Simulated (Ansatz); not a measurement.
# W2NO2 monolayer: the cell at rest

Task: relax W2NO2 monolayer tightly.

Main program and level: Ansatz 0.2.0; DFT LDA, scalar-relativistic, plane waves, PAW; PAW set soft_1.

## 1. The starting structure

The cell holds 5 atoms: 1 N, 2 W and 2 O. Its edges and angles: a = 2.900 Å, b = 2.900 Å, c = 20.000 Å, α = 90.0°, β = 90.0°, γ = 120.0°. Vacuum lies along c.

## 2. Probe on a coarse mesh

First a cheap look: the gap decides the mesh and the occupations, the pressure tells how far the cell has to move.

The program solves this slab on a cell height of its own, 32.6 Å, in place of the one typed.

Input file input.yaml:

```yaml
crystal:
  lattice:
    - [2.9, 0.0, 0.0]
    - [-1.45, 2.51147, 0.0]
    - [0.0, 0.0, 20.0]
  atoms:
    - { symbol: "N", position: [0.0, 0.0, 0.5] }
    - { symbol: W, position: [0.333333, 0.666667, 0.56] }
    - { symbol: W, position: [0.666667, 0.333333, 0.44] }
    - { symbol: O, position: [0.666667, 0.333333, 0.61] }
    - { symbol: O, position: [0.333333, 0.666667, 0.39] }
  periodic: [true, true, false]
kpoints:
  mp_grid: { grid: [9, 9, 1] }
hamiltonian:
  xc: lda
  pseudopotentials: { kind: paw, azcp: { folder: soft_1 }, xc_functional: pbe }
scf:
  occupations: { method: gaussian, width: 0.1 }
output:
  forces: true
  stress: true
  eigenvalues: true
```

Run with:

```console
$ ansatz run input.yaml --threads 4 --pin off --max-ram 16384MiB --backend cpu --events-out ev --progress --plain --runs-dir out
```

Numbers of over 12 decimals in the logs are rounded to 6 here.

What it wrote:

```text
[...]
k-point 0: bands = [... 19 lower, -9.5802, -7.2965, -7.2965, -6.2774, -5.0609, -5.0609, -3.4995, -2.3341, ... 1 higher]
  k-point 1: bands = [... 19 lower, -9.8104, -7.3004, -6.6200, -6.1724, -4.8948, -4.7118, -3.5853, -2.5523, ... 1 higher]
  k-point 2: bands = [... 19 lower, -10.0212, -7.7388, -5.7672, -5.4615, -4.3994, -4.0746, -3.5184, -2.0743, ... 1 higher]
  k-point 11: bands = [... 19 lower, -11.0600, -6.0303, -5.4654, -5.4654, -3.5239, -3.4885, -3.4885, 0.1367, ... 1 higher]
[key lines of the parts left out:]
SCF converged after 8 iterations
Free energy (F): -21744.475026 eV
Fermi energy:    -4.875699 eV
P = ½ c Tr σ = 31.2188 N/m
```

Run time: 1.9 s. Hardware: 4 threads of Arm Neoverse V1, shared host; peak memory 0.53 GiB.

This run has no spin polarisation although its electron count is odd.

This step gave:

| Item | Value |
| --- | --- |
| gap on the k-mesh | 0 eV |
| area per atom | 1.457 Å² |

The coarse mesh shows no gap.

## 3. Rough relaxation

The start is far from rest, so a relaxation with loose tolerances brings it close first.

The program solves this slab on a cell height of its own, 32.6 Å, in place of the one typed.

input.yaml: that of step 2 with these lines changed.

```diff
@@ -23 +23,6 @@
   eigenvalues: true
+relax:
+  adjacent_minimum: "off"
+  f_tol: 0.05
+  max_steps: 80
+  cell: { stress_2d_tol: 0.02 }
```

What it wrote:

```text
[...]
Crystal: 5 atoms, lattice volume = 237.434 Å³
Basis set: ecut = 420 eV, 4609 PW (Γ)
Bands: 28, of which v1, the nominal top of the filled ones, is band 23 counted from 1 (22 counted from 0)
Symmetry: 12 space group operations
[...]
k-points: 12 of 81
[...]
cell:  # Å, volume = 278.1699 Å³
    - [3.138925, 0.0, 0]
    - [-1.569462, 2.718389, 0]
    - [0, 0, 32.6]
  atoms:
    - { symbol: N, position: [0, 0, 0.306748] }
    - { symbol: W, position: [0.333333, 0.666667, 0.338180] }
    - { symbol: W, position: [0.666667, 0.333333, 0.275317] }
    - { symbol: O, position: [0.666667, 0.333333, 0.369311] }
    - { symbol: O, position: [0.333333, 0.666667, 0.244186] }
[key lines of the parts left out:]
SCF converged after 6 iterations
Free energy (F): -21745.883376 eV
Fermi energy:    -5.714626 eV
P = ½ c Tr σ = 0.0189 N/m
```

Elapsed: 26 s, on 4 threads; peak memory 0.6 GiB.

Relaxation path:

| step | energy less that of the first step (eV) | largest force component (eV/Å) | volume (Å³) |
| --- | --- | --- | --- |
| 1 | 0.0000 | 3.7458 | 237.43 |
| 2 | -0.7607 | 0.7029 | 251.07 |
| 3 | -0.7750 | 0.1874 | 250.55 |
| 4 | -0.7779 | 0.0989 | 251.47 |
| 5 | -0.7863 | 0.0998 | 253.51 |
| 6 | -0.9797 | 1.6061 | 261.80 |
| 7 | -1.2152 | 2.3788 | 278.74 |
| 8 | -1.3238 | 0.6033 | 274.44 |
| 9 | -1.3365 | 0.0659 | 276.65 |
| 10 | -1.3368 | 0.0008 | 276.43 |
| 11* | -1.4060 | 0.0070 | 276.43 |
| 12 | -1.4072 | 0.0257 | 277.79 |
| 13 | -1.4071 | 0.0011 | 278.17 |
| 14* | -1.4084 | 0.0012 | 278.17 |

Relaxation steps marked * repeat the geometry before them on a plane-wave basis chosen anew for their cell, so energy and pressure can jump there.

The run keeps the 12 symmetry operations that it works with, so distortions that break them were not tested.

| cell as run | before | after | change |
| --- | --- | --- | --- |
| a (Å) | 2.900 | 3.139 | +8.2 % |
| b (Å) | 2.900 | 3.139 | +8.2 % |

The atoms that moved most (Å, along periodic axes as changes of fractional coordinates times the final cell, across vacuum about the mean position):

| atom | dx | dy | dz | length |
| --- | --- | --- | --- | --- |
| W3 | 0.000 | 0.000 | 0.175 | 0.175 |
| W2 | 0.000 | 0.000 | -0.175 | 0.175 |
| O5 | 0.000 | 0.000 | 0.160 | 0.160 |
| O4 | 0.000 | 0.000 | -0.160 | 0.160 |

The relaxed structure:

```xyz
5
Lattice="3.1389 0.0000 0.0000 -1.5695 2.7184 0.0000 0.0000 0.0000 32.6000" Properties=species:S:1:pos:R:3
N     0.0000    0.0000   10.0000
W     0.0000    1.8123   11.0247
W     1.5695    0.9061    8.9753
O     1.5695    0.9061   12.0395
O     0.0000    1.8123    7.9605
```

Numbers from this step:

| Item | Value |
| --- | --- |
| area per atom | 1.707 Å² |

The relaxation ends with a largest force component of 0.0012 eV/Å.

## 4. Bringing the structure to rest

Harmonic phonons are second derivatives at a point where the forces vanish, and they are wanted at zero stress, so atoms and cell are relaxed first.

Input file input.yaml:

```yaml
crystal:
  lattice:
    - [3.1389249077, 0.0, 0.0]
    - [-1.5694624539, 2.7183887107, 0.0]
    - [0.0, 0.0, 32.6]
  atoms:
    - { symbol: "N", position: [0.0, 0.0, 0.3067484663] }
    - { symbol: W, position: [0.3333333333, 0.6666666667, 0.3381801208] }
    - { symbol: W, position: [0.6666666667, 0.3333333333, 0.2753168117] }
    - { symbol: O, position: [0.6666666667, 0.3333333333, 0.3693112685] }
    - { symbol: O, position: [0.3333333333, 0.6666666667, 0.2441856641] }
  periodic: [true, true, false]
kpoints:
  mp_grid: { grid: [15, 15, 1] }
hamiltonian:
  xc: lda
  pseudopotentials: { kind: paw, azcp: { folder: soft_1 }, xc_functional: pbe }
scf:
  occupations: { method: gaussian, width: 0.1 }
output:
  forces: true
  stress: true
  eigenvalues: true
  write_density: true
  write_potential: true
  elf: true
  volumetric_format: npy
relax:
  adjacent_minimum: "off"
  f_tol: 0.005
  max_steps: 80
  cell: { stress_2d_tol: 0.02 }
```

What it wrote:

```text
[...]
Crystal: 5 atoms, lattice volume = 278.170 Å³
Basis set: ecut = 420 eV, 5401 PW (Γ)
Bands: 28, of which v1, the nominal top of the filled ones, is band 23 counted from 1 (22 counted from 0)
[... 1 set-up line as in the run before ...]
[...]
k-points: 27 of 225
[...]
SCF iter   1: F=—  HF=-21750.225528 eV  |F-HF|=—  |Δ(HF+E_count)|=         —  Δρ=7.28e-2  dr2=1.61e1  ethr=3.10e-3  ⟨swp⟩=14.4  Hψ=6047  notcnv=0
[...]
SCF iter  11: F=-21745.876569 eV  HF=-21745.876569 eV  |F-HF|=3.64e-11  |Δ(HF+E_count)|=   1.43e-9  Δρ=4.14e-8  dr2=1.67e-12  ethr=1.00e-12  ⟨swp⟩=10.0  Hψ=5554  notcnv=0
SCF 1 converged in 11 iterations: F = -21745.876569 eV  dr2 = 1.67e-12
[...]
relax step   1: F+E_penalty+E_count = -21745.87656914 eV  Δ(F+E_penalty+E_count) = +0.000e0 eV  max|allowed force component| = 2.982e-2 eV/Å  Δτ_max = 0.0000 Å  P = -0.112 N/m  Ω = 278.170 Å³  fix = [c, alpha, beta]  reactions: c -0.000 N/m  (11 SCF iters, accepted)
Crystal: 5 atoms, lattice volume = 277.575 Å³
[...]
SCF iter   5: F=-21745.876949 eV  HF=-21745.876949 eV  |F-HF|=6.44e-9  |Δ(HF+E_count)|=   4.95e-9  Δρ=3.40e-6  dr2=2.30e-8  ethr=1.24e-10  ⟨swp⟩=20.1  Hψ=10158  notcnv=0
SCF 2 converged in 5 iterations: F = -21745.876949 eV  dr2 = 2.30e-8
relax step   2: F+E_penalty+E_count = -21745.87694913 eV  Δ(F+E_penalty+E_count) = -3.800e-4 eV  max|allowed force component| = 5.040e-2 eV/Å  Δτ_max = 0.0073 Å  P = +0.035 N/m  Ω = 277.575 Å³  energy of the carried Pulay correction = +4.003e-4 eV  fix = [c, alpha, beta]  (5 SCF iters, dr2 threshold 5.56e-8 eV, rejected (line search))
Crystal: 5 atoms, lattice volume = 277.856 Å³
[...]
SCF iter   8: F=-21745.876937 eV  HF=-21745.876937 eV  |F-HF|=2.18e-11  |Δ(HF+E_count)|=  1.46e-11  Δρ=2.14e-8  dr2=4.87e-13  ethr=1.00e-12  ⟨swp⟩=14.5  Hψ=6199  notcnv=0
SCF 3 converged in 8 iterations: F = -21745.876937 eV  dr2 = 4.87e-13
relax step   3: F+E_penalty+E_count = -21745.87693727 eV  Δ(F+E_penalty+E_count) = -3.681e-4 eV  max|allowed force component| = 5.310e-3 eV/Å  Δτ_max = 0.0036 Å  P = -0.011 N/m  Ω = 277.856 Å³  energy of the carried Pulay correction = +2.114e-4 eV  fix = [c, alpha, beta]  reactions: c -0.000 N/m  (8 SCF iters, accepted)
[...]
relax step   4: F+E_penalty+E_count = -21745.87695573 eV  Δ(F+E_penalty+E_count) = -1.846e-5 eV  max|allowed force component| = 9.206e-4 eV/Å  Δτ_max = 0.0002 Å  P = +0.003 N/m  Ω = 277.830 Å³  energy of the carried Pulay correction = +2.287e-4 eV  fix = [c, alpha, beta]  reactions: c +0.000 N/m  (4 SCF iters, dr2 threshold 1.76e-9 eV, accepted)
[...]
SCF iter   1: F=—  HF=-21745.876868 eV  |F-HF|=—  |Δ(HF+E_count)|=         —  Δρ=5.34e-6  dr2=1.22e-8  ethr=1.16e-7  ⟨swp⟩=7.9  Hψ=10637  notcnv=0
eigensolver tolerance schedule: the retry pair's looser diagonalisation over-reported the residual by 4255.36 of it (diagonalisation noise at 0.19 of the residual, at the tolerance the schedule requests for it); recorded, not acted on — ethr = c·dr2/N_el stays at c = 1.0e-1
[...]
SCF iter   2: F=—  HF=-21745.876700 eV  |F-HF|=—  |Δ(HF+E_count)|=   1.68e-4  Δρ=2.69e-6  dr2=1.33e-8  ethr=2.72e-11  ⟨swp⟩=6.5  Hψ=3302  notcnv=0
[...]
SCF iter   5: F=-21745.876700 eV  HF=-21745.876700 eV  |F-HF|=7.28e-12  |Δ(HF+E_count)|=  4.00e-11  Δρ=3.88e-8  dr2=2.93e-12  ethr=1.00e-12  ⟨swp⟩=15.9  Hψ=6984  notcnv=0
SCF 5 converged in 5 iterations: F = -21745.876700 eV  dr2 = 2.93e-12
relax step   5: F+E_penalty+E_count = -21745.87670023 eV  Δ(F+E_penalty+E_count) = +2.555e-4 eV  max|allowed force component| = 8.974e-4 eV/Å  Δτ_max = 0.0000 Å  P = -0.002 N/m  Ω = 277.830 Å³  fix = [c, alpha, beta]  reactions: c -0.000 N/m  stress off target by 2.29e-3 N/m on what of the cell is left free  SCF on the basis re-selected at this cell (its energy is not comparable with the rows above)  (5 SCF iters)
basis re-selected at this cell: Δ(F+E_penalty+E_count) = +2.555e-4 eV, ΔP = -0.005 N/m vs the last step (what re-selecting the basis moved, of the pressure what is left beyond the Pulay correction that the steps carried, after the strain that the cell walked since its last selection, with what the two solves' SCF thresholds leave and, on support functions, any second-order correction that the steps lacked; it is no m [...]
WARN: The output density's exchange-correlation potential varies sharply where the density is thin. Do not read a vacuum level from v_tot or v_xc, or from such a field of the output density. On a cell that repeats whose density bears no net charge and no dipole along the vacuum's axis use v_es (v_loc + v_h of the components); under efield.dipole_correction with no amplitude use v_es + v_field, which holds any externa [...]
SCF converged after 5 iterations
Free energy (F): -21745.876700 eV
[...]
Internal energy: -21745.869117 eV  (E = F + TS)
E sigma→0 (E₀):  -21745.872909 eV
Entropy (-TS):   -0.007583 eV (-1.517 meV/atom)
Fermi energy:    -5.753633 eV
[...]
--- Forces (eV/Å), atoms counted from 1 ---
  atom   1  N      0.00000000     0.00000000     0.00000000
  atom   2  W      0.00000000    -0.00000000    -0.00089743
  atom   3  W     -0.00000000     0.00000000     0.00089743
  atom   4  O      0.00000000    -0.00000000     0.00053494
  atom   5  O     -0.00000000     0.00000000    -0.00053494
  max |Σ_I F_I| component: 1.62e-17 eV/Å
--- 2D stress c σ (N/m, compression-positive) ---
       -0.002289       0.000000      -0.000000
        0.000000      -0.002289       0.000000
       -0.000000       0.000000      -0.000000
  P = ½ c Tr σ = -0.0023 N/m
--- Band table (eV; the first three rows and the last of 27) ---
  k-point 0: bands = [... 19 lower, -9.5352, -8.6247, -8.6247, -6.4341, -4.6076, -4.6076, -4.3240, -2.8045, ... 1 higher]
  k-point 1: bands = [... 19 lower, -9.4144, -8.3153, -8.2679, -6.4950, -4.5598, -4.5000, -4.2831, -2.9653, ... 1 higher]
  k-point 2: bands = [... 19 lower, -9.2869, -8.0572, -7.7074, -6.4730, -4.3864, -4.3085, -4.1437, -3.1598, ... 1 higher]
  k-point 26: bands = [... 19 lower, -10.6044, -6.7913, -6.7913, -6.6328, -3.7756, -3.7756, -3.1317, -1.3061, ... 1 higher]
--- Relaxed structure (4 steps of the walk, 3 accepted, 1 SCFs on fresh bases) ---
[...]
cell:  # Å, volume = 277.8300 Å³
    - [3.137007, 2.884975077737939e-11, 0]
    - [-1.568504, 2.716728, 0]
    - [0, 0, 32.6]
  atoms:
    - { symbol: N, position: [0, 0, 0.30674846628] }
    - { symbol: W, position: [0.333333, 0.666667, 0.338218] }
    - { symbol: W, position: [0.666667, 0.333333, 0.275279] }
    - { symbol: O, position: [0.666667, 0.333333, 0.369427] }
    - { symbol: O, position: [0.333333, 0.666667, 0.244069] }
```

It took 23 s on 4 threads; peak memory 0.66 GiB; 90 s of CPU time.

Little changed from the start: no atom moved by 0.005 Å and no cell edge by 0.1 %.

Numbers from this step:

* area per atom: 1.704 Å²

Valence density in the ac plane at fractional y = 0.333, with atoms of W and O within 0.2 Å of it. It is the smooth field of the valence electrons, not physical close to the nuclei.

Ten steps, logarithmic in the rise over the least value, from '_' (0.0 e/Å³) to '@' (4.6 e/Å³), each cell a mean:
```
________________________________
________________________________
________________________________
________________________________
________________________________
________________________________
________________________________
________________________________
________________________________
________________________________
________________________________
________________________________
________________________________
________________________________
::........::--==**##%%%%##**++--
++++++++++++++++##%%@@@@%%##**++
++++++++++++++++****######**++++
++========++**##@@@@@@@@@@@@%%**
------------::::::::----::::::::
________________________________
________________________________
________________________________
________________________________
________________________________
```
Columns run along a (3.1 Å), rows up along c (32.6 Å). Atoms in or near the plane, at fractional coordinates: W at (0.67, 0.28), O at (0.67, 0.37).

ELF in the ac plane at fractional y = 0.333, with atoms of W and O within 0.2 Å of it. It is the smooth field of the valence electrons, not physical close to the nuclei.

Ten even steps from '_' (0.00) to '@' (0.71), each cell a mean:
```
________________________________
________________________________
________________________________
________________________________
________________________________
________________________________
________________________________
________________________________
________________________________
________________________________
________________________________
________________________________
________________________________
__________________........______
--..______::++##@@@@@@@@@@@@%%**
--::--------==**####****####**==
====++++====----====++++====----
::--====--::--**%%%%****##%%##==
==++****++==--................::
________________________________
________________________________
________________________________
________________________________
________________________________
```
Columns run along a (3.1 Å), rows up along c (32.6 Å). Atoms in or near the plane, at fractional coordinates: W at (0.67, 0.28), O at (0.67, 0.37).

Electrostatic potential energy in the ac plane at fractional y = 0.333, with atoms of W and O within 0.2 Å of it. With pseudopotentials it is smooth inside the atoms' cores, unlike the true potential.

Ten even steps from '0' (-36 eV) to '9' (0 eV), each cell a mean:
```
9999999999999999
9999999999999999
9999999999999999
9999999999999999
9999999999999999
9999999999999999
9999999999999999
9999999999999999
9999999999999999
9999999999999999
9999999999999999
9999999999999999
9999999999999999
9999999999999999
9999999976555689
6544456643333466
6666666554444456
5777763100000002
9999999888888889
9999999999999999
9999999999999999
9999999999999999
9999999999999999
9999999999999999
```
Columns run along a (3.1 Å; values clipped at the 3rd and 97th percentile), rows up along c (32.6 Å). Atoms in or near the plane, at fractional coordinates: W at (0.67, 0.28), O at (0.67, 0.37).

## 5. Relaxing to small forces for the phonons

Phonons need a cell at rest on their own settings, so the relaxation is repeated with tight tolerances on forces and stress, using the mesh and the filling of the phonon run that follows.

Input file input.yaml:

```yaml
crystal:
  lattice:
    - [3.1370070302, 0.0, 0.0]
    - [-1.5685035151, 2.71672778, 0.0]
    - [0.0, 0.0, 32.6]
  atoms:
    - { symbol: "N", position: [0.0, 0.0, 0.3067484663] }
    - { symbol: W, position: [0.3333333333, 0.6666666667, 0.3382177011] }
    - { symbol: W, position: [0.6666666667, 0.3333333333, 0.2752792314] }
    - { symbol: O, position: [0.6666666667, 0.3333333333, 0.3694274482] }
    - { symbol: O, position: [0.3333333333, 0.6666666667, 0.2440694844] }
  periodic: [true, true, false]
kpoints:
  mp_grid: { grid: [18, 18, 1] }
hamiltonian:
  xc: lda
  pseudopotentials: { kind: paw, azcp: { folder: soft_1 }, xc_functional: pbe }
scf:
  occupations: { method: methfessel_paxton, width: 0.2 }
output:
  forces: true
  stress: true
  eigenvalues: true
relax:
  adjacent_minimum: "off"
  f_tol: 0.001
  max_steps: 60
  cell: { stress_2d_tol: 0.002 }
```

What it wrote:

```text
[...]
Crystal: 5 atoms, lattice volume = 277.830 Å³
Basis set: ecut = 420 eV, 5401 PW (Γ)
Bands: 28, of which v1, the nominal top of the filled ones, is band 23 counted from 1 (22 counted from 0)
[... 1 set-up line as in the run before ...]
[...]
k-points: 37 of 324
[...]
cell:  # Å, volume = 277.7742 Å³
    - [3.136692, 0.0, 0]
    - [-1.568346, 2.716455, 0]
    - [0, 0, 32.6]
  atoms:
    - { symbol: N, position: [0, 0, 0.30674846628] }
    - { symbol: W, position: [0.333333, 0.666667, 0.338223] }
    - { symbol: W, position: [0.666667, 0.333333, 0.275274] }
    - { symbol: O, position: [0.666667, 0.333333, 0.369447] }
    - { symbol: O, position: [0.333333, 0.666667, 0.244050] }
[key lines of the parts left out:]
SCF converged after 6 iterations
Free energy (F): -21745.867523 eV
Fermi energy:    -5.749499 eV
P = ½ c Tr σ = 0.0004 N/m
```

Wall time 23 s (4 threads); peak memory 0.7 GiB; 90 s of CPU time.

Little changed from the start: no atom moved by 0.005 Å and no cell edge by 0.1 %.

The largest force component left is 0.63 meV/Å, within the tolerances set.

## 6. Summary of results

| Item | Value |
| --- | --- |
| space group after relaxation (within 0.01 Å) | P-3m1 |
| lattice constant a | 3.137 Å |
| lattice constant b | 3.137 Å |
| area per atom | 1.70 Å² |

What this shows: The largest force component left is 0.63 meV/Å, within the tolerances set. The relaxation keeps the symmetry of its start, so it says nothing on stability against lower symmetry. The runs are without spin polarisation, although the cell has an odd electron count. Spin-orbit coupling is left out, which can matter for the heavy elements here. The PAW files were made for PBE and serve the other functionals too. The starting cell was built on a prototype and not taken from a measurement.

[Logs are printed without paths, hosts, clocks, repeated set-up lines and the standing remarks that a program may print on its own settings, such as how far it seeks lower states.]

[Hosts, paths, dates, database ids (printed as entryN), source tags and the programs' standing remarks are cut or masked in the printed files.]
